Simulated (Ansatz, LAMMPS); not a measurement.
# Glassy 68B2O3-32K2O (mol %) (83 atoms): geometry optimisation, part 2 of 2

Wanted: the relaxed structure of glassy 68B2O3-32K2O (mol %) (83 atoms) and its electronic structure.

Ansatz 0.2.0; Kohn-Sham DFT, PBE, PAW (set soft_2), plane waves.

The cell: 26 B, 12 K and 45 O. The quench rate of 100 K/ps is orders of magnitude faster than experiment. The starting topology of bonds comes from the classical model. Sampling is at Γ alone, for a cell whose shortest periodic width is 10 Å.

So far, density (g/cm³): step 5 (structure statistics after relaxation) 2.33.

### Step 6. Single point at the relaxed geometry

The electronic structure is read at the final geometry, in a run of its own.

Contents of input.yaml:

```yaml
crystal:
  lattice:
    - [10.43382, -0.54565, 0.82049]
    - [-0.54565, 10.35195, 0.30399]
    - [0.82049, 0.30399, 9.80076]
  atoms:
    - { symbol: B, position: [0.58987, 0.0277, 0.41501] }
    - { symbol: B, position: [0.01018, 0.74837, 0.97463] }
    - { symbol: B, position: [0.63907, 0.3019, 0.19371] }
    - { symbol: B, position: [0.86922, 0.31144, 0.02467] }
    - { symbol: B, position: [0.29353, 0.69523, 0.05521] }
    - { symbol: B, position: [0.16006, 0.12672, 0.33837] }
    - { symbol: B, position: [0.22004, 0.77498, 0.82402] }
    - { symbol: B, position: [0.84397, 0.15035, 0.83486] }
[... 71 atom lines left out ...]
    - { symbol: O, position: [0.97891, 0.63101, 0.92456] }
    - { symbol: O, position: [0.16877, 0.63008, 0.1318] }
    - { symbol: O, position: [0.50365, 0.22049, 0.92411] }
    - { symbol: O, position: [0.84774, 0.75936, 0.33242] }
kpoints:
  mp_grid: { grid: [1, 1, 1] }
hamiltonian:
  xc: pbe
scf:
  occupations: { method: fixed }
output:
  forces: true
  stress: true
  populations: true
  dos:
    method: { smearing: { sigma: 0.1 } }
    de: 0.1
    projected: { site_lists: { B: [B], K: [K], O: [O] } }
  eigenvalues: true
  write_density: true
  write_potential: true
  volumetric_format: npy
  elf: true
```

Run with:

```
ansatz run input.yaml --threads 4 --pin off --max-ram 8192MiB --backend cpu --events-out ev --progress --plain --runs-dir out
```

Run time: 19 s. Hardware: 4 threads of Arm Neoverse V1, shared host; peak memory 1.2 GiB.

The program notes that the exchange-correlation potential is rough where the density is thin.

Numbers from this run:

| Quantity | Value |
| --- | --- |
| free energy | -48117.0972 eV |
| free energy per atom | -579.7241 eV/atom |
| SCF cycles | 10 |
| pressure | 0.0005737 GPa |
| r.m.s. force component | 0.00446 eV/Å |
| longest force | 0.02334 eV/Å |
| Fermi energy | 4.123 eV |
| gap (highest filled to lowest empty level) | 3.115 eV |
| spilling of the projection | 0.007537 |

Löwdin charges by element (they lack the spilled electrons, 0.041 e an atom on average):

```
element  coordination  atoms  mean charge (e)  spread   least    most
      B           all     26            0.577  0.0398   0.494   0.652
      K           all     12            0.884  0.0087   0.867   0.899
      O           all     45           -0.493   0.102  -0.863  -0.386
```

Density of states as counts of states in windows of 1 eV (from the Fermi level), total and the larger projections:

```
from (eV)  to (eV)  total   O p  B p   K p
      -14      -13    9.9   0.1  0.0   9.7
      -13      -12   49.5   0.5  0.2  48.4
      -12      -11   12.6   0.2  0.1  12.2
      -11      -10    7.3   5.1  0.5   0.0
      -10       -9   13.9   9.6  1.5   0.1
       -9       -8   15.5  10.6  2.9   0.1
       -8       -7   23.1  15.6  5.8   0.1
       -7       -6   22.5  15.3  6.0   0.1
       -6       -5   15.7  11.0  3.8   0.1
       -5       -4   27.0  20.9  3.9   0.2
       -4       -3   36.9  31.4  3.2   0.2
       -3       -2   48.3  44.5  1.6   0.1
       -2       -1   43.8  41.4  0.9   0.1
       -1        0   15.0  14.3  0.2   0.0
        0        1    1.1   1.0  0.0   0.0
        1        2    0.0   0.0  0.0   0.0
        2        3    0.1   0.0  0.0   0.0
        3        4    1.9   0.1  0.0   0.0
        4        5   11.2   1.3  4.7   0.0
```

With fixed occupations the program's Fermi level is the highest filled level; weight inside the gap is the broadening of levels at its edges.

Between -26 and -14 eV lie 90 more states.

The stored curve holds about 432 of the 456 electrons; the rest, give or take the few that broadening carries across the Fermi level, lie in deeper levels below its range.

The levels nearest the highest filled one (over half full), pooled over k-points and spins:

| level less the highest filled one (eV) | occupation |
| --- | --- |
| -0.879 | 2 |
| -0.768 | 2 |
| -0.364 | 2 |
| -0.289 | 2 |
| -0.16 | 2 |
| 0 | 2 |
| 3.12 | 0 |
| 4.37 | 0 |
| 4.51 | 0 |
| 4.69 | 0 |
| 4.77 | 0 |
| 4.91 | 0 |

Electrostatic potential energy in the ac plane at fractional y = 0.010, with atoms of B and K and O within 0.2 Å of it. With pseudopotentials it is smooth inside the atoms' cores, unlike the true potential.

Ten even steps from '0' (-40 eV) to '9' (10 eV), each cell a mean:
```
86434799820069999999999999999
98767899940059999999999999999
99888999986589999999998557999
99999999999999999999987102799
99999999999999999989998201799
99999888999999875678999866999
99998766789998730168999999999
99988511378999720048999999999
99998400158999863368998877889
99998631268999985358998532578
99999876689999984127997300158
99999998899999986348998400158
98425999999999874368998743478
97101899999987750027999887889
99413899999997772027999999999
99988999999999987678999999999
99999999999999999889999999999
99999999998789999999998888999
99999999984138999999985457899
99999999983006999999862003789
99999999986237999999862002689
88888999975478999999985214788
87557899985468999999998767888
86324799963589999999999999998
```
Columns run along a (10.5 Å; values clipped at the 3rd and 97th percentile), rows up along c (9.8 Å). Atoms in or near the plane, at fractional coordinates: B at (0.59, 0.42), B at (0.57, 0.69), K at (0.86, 0.53), K at (0.82, 0.15), O at (0.84, 0.83), O at (0.11, 0.42), O at (0.40, 0.19), O at (0.36, 0.95).

Valence density in the ac plane at fractional y = 0.010, with atoms of B and K and O within 0.2 Å of it. It is the smooth field of the valence electrons, not physical close to the nuclei.

Ten steps, logarithmic in the rise over the least value, from '_' (0.0 e/Å³) to '@' (6.6 e/Å³), each cell a mean:
```
::++**##**==::::++%%@@@@**--..__________............______
..::==++==--..::==##@@@@##--..__________....::------..____
__....::::..__..::++**##++--..____........--==**##**==..__
________________..::------::....::------::--**%%@@%%**::__
____________________..::::----::--==++==----++%%@@@@**--..
__________..::::..__..::--========++++++--::--++##**==::__
________::==++++==::..::--++++++++++++==--....::----::..__
______..--**##%%##==::..::--==++======--::............____
______..--**%%%%%%**::....::--==++**++--......--====--..__
______..::++##%%##++::____..::==**%%##==::..--**####**--..
....::::::::==++++--..____..::==##@@%%**--::==##%%%%%%++::
::--======::::::::......::::::==**%%##++--::--**%%%%%%**--
--++##%%##==::..____..::========++**++==::..::==**##**==::
--**@@@@@@**--..____..--++**++++======--::......--==--::..
::++##%%%%++--..____..--++**++++++++====--::..____....__..
..::==++++==::..__....::--====--==++++==::::..____________
__..::::::::......::::----::::::--====--::......__________
______......____..--++**++--::..::------::::------..______
________________::++##@@%%++--......::..::==**##**==::____
________________::++%%@@@@**--..______..::++##%%%%##==..__
____..__________::==**%%##++--..________::++##%%%%##++::__
..::----::..__..::--++++++==::__________..--**##%%##==..__
::==****==::....--==++++==::..__________....--==++==::....
--++####**==::::==**####++--..__________............____..
```
Columns run along a (10.5 Å), rows up along c (9.8 Å). Atoms in or near the plane, at fractional coordinates: B at (0.59, 0.42), B at (0.57, 0.69), K at (0.86, 0.53), K at (0.82, 0.15), O at (0.84, 0.83), O at (0.11, 0.42), O at (0.40, 0.19), O at (0.36, 0.95).

Mean Löwdin charges: B +0.58, K +0.88, O -0.49 e (they miss 0.75 % of the electrons, so they add up to more than the cell's charge).

Local excerpt of 10 atoms (numbers count through the whole input) about K35, one of the 12 K atoms; x, y, z are measured from there.

```csv
atom,x,y,z,distance (Å),bonds,Löwdin charge (e)
K35,0.00,0.00,0.00,0.00,5,0.88
O46,1.29,-1.85,-1.32,2.61,5,-0.79
O56,0.34,2.54,-0.79,2.68,5,-0.77
O72,2.07,0.14,1.83,2.77,5,-0.74
O43,-2.81,-0.33,0.35,2.85,5,-0.47
K28,2.70,0.52,-1.13,2.98,7,0.89
B13,-2.42,-0.52,1.66,2.98,3,0.54
O83,-2.35,-0.05,-1.98,3.07,3,-0.47
K32,-2.16,2.40,0.09,3.23,6,0.89
O70,-1.87,-1.75,2.04,3.27,3,-0.44
```

The column of bonds counts only the pairs O-B within 1.83 Å, O-K within 3.15 Å; other neighbours, such as metal atoms beside each other in a compound, aren't counted, and periodic images can show an atom twice.

### Step 7. Outcome

```json
{"energy change in the relaxation": "-148.9 meV/atom", "r.m.s. displacement": "0.68 Å", "largest displacement": "1.336 Å", "free energy per atom": "-579.7241 eV/atom", "pressure": "0.0005737 GPa", "r.m.s. force component": "0.00446 eV/Å", "gap (highest filled to lowest empty level)": "3.115 eV", "wall time of the 3 DFT runs": "8.6 min"}
```

What this shows: Relaxation lowers the energy by 149 meV/atom and moves atoms by 0.68 Å r.m.s.; the r.m.s. force component goes from 0.91 to 0.0045 eV/Å, the pressure goes from -5.3 to 5.7e-4 GPa, and the gap from 1.65 to 3.12 eV. Displacements are taken in the final cell, so they leave out its strain. The cell shrank by 7.2 % in volume. First to last step the energy falls by 12.356 eV, across changes of basis; the largest move, 1.34 Å, is that of K30. The O-B bonds go from 1.425 Å (spread 0.040) to 1.423 Å (spread 0.062), and their number from 85 to 86. 91 % of the oxygens bridge two formers (B) and 9 % are non-bridging. The highest filled and lowest empty levels differ by 3.12 eV (at Γ alone); a semilocal functional tends to put such gaps too low. In a disordered cell it changes from sample to sample, and tail or defect levels can set it.

Caveats: The network of bonds at the start is that of the classical potential that made the cell; in DFT atoms moved by 0.68 Å r.m.s.

[Logs are printed without paths, hosts, clocks, repeated set-up lines and the standing remarks that a program may print on its own settings, such as how far it seeks lower states.]

[Hosts, paths, dates, database ids (printed as entryN), source tags and the programs' standing remarks are cut or masked in the printed files.]
